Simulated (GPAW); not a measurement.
# C (Fd-3m): refractive index against wavelength

The refractive index of C (Fd-3m) below the direct gap (5.60 eV on the mesh) is read from one computed spectrum, n = √(Re ε).

The structure is cubic, space group Fd-3m (No. 227). The conventional cell has a = 3.567 Å, b = 3.567 Å, c = 3.567 Å, α = 90.00°, β = 90.00°, γ = 90.00°. Around C on site a lie 4 C at 1.54 Å.

Method: GPAW 26.7.0, PBE, RPA, k-mesh 17×17×17, local fields up to 60 eV, Lorentzian half width 0.15 eV.

Launch of the response step: `OMP_NUM_THREADS=1 python df.py`. The run took 18 s, its band step included, on 1 thread of Arm Neoverse V2, on a shared host.

```
wavelength (nm)  photon energy E (eV)       n
            700                 1.771  2.4337
            633                 1.959  2.4405
            532                 2.331  2.4563
            450                 2.755  2.4787
            405                 3.061  2.4982
            365                 3.397       ?
            308                 4.025  2.5835
```

In the single-oscillator model n² − 1 = E₀E_d/(E₀² − E²), so 1/(n² − 1) = E₀/E_d − E²/(E₀E_d) is linear in E².

Working, on the rows shown:

| x = E² (eV²) | y = 1/(n² − 1) |
| --- | --- |
| 3.13716 | 0.203132 |
| 3.83641 | 0.201774 |
| 5.43137 | 0.198672 |
| 7.59115 | 0.194403 |
| 9.37179 | 0.190803 |
| 16.2043 | 0.176228 |

Means: x̄ = 7.5954, ȳ = 0.19417. Σ(x − x̄)(y − ȳ) = -0.2387, Σ(x − x̄)² = 116. Slope = -0.2387 / 116 = -0.002059; intercept = ȳ − slope · x̄ = 0.20981. Turned back into n, the line misses the rows shown by at most 0.0016.

Task: Fill in the last column of the withheld row.

Result: At x = 11.538 the line gives y = 0.18605, that is 2.5249. The run gave 2.5233, so the interpolation is off by 0.0016, 1.0 % of the range in the table.

Refitted with all rows, the slope is -0.002052 and the intercept 0.20979. These give E₀ = √(intercept/−slope) = 10.11 eV and E_d = E₀/intercept = 48.2 eV; E₀ is 1.8 times the direct gap. The electronic limit at long wavelengths, without lattice vibrations, is n = √(1 + 1/intercept) = 2.401. Excitons are left out; PBE gaps are as a rule too small. The values come from a sum over the points of one k-mesh and carry its error, which grows as the direct gap shrinks. The local-field cutoff holds few shells of reciprocal vectors for this small cell, so ε∞ can read a few per cent high.

[Logs are printed without paths, hosts, clocks, repeated set-up lines and the standing remarks that a program may print on its own settings, such as how far it seeks lower states.]
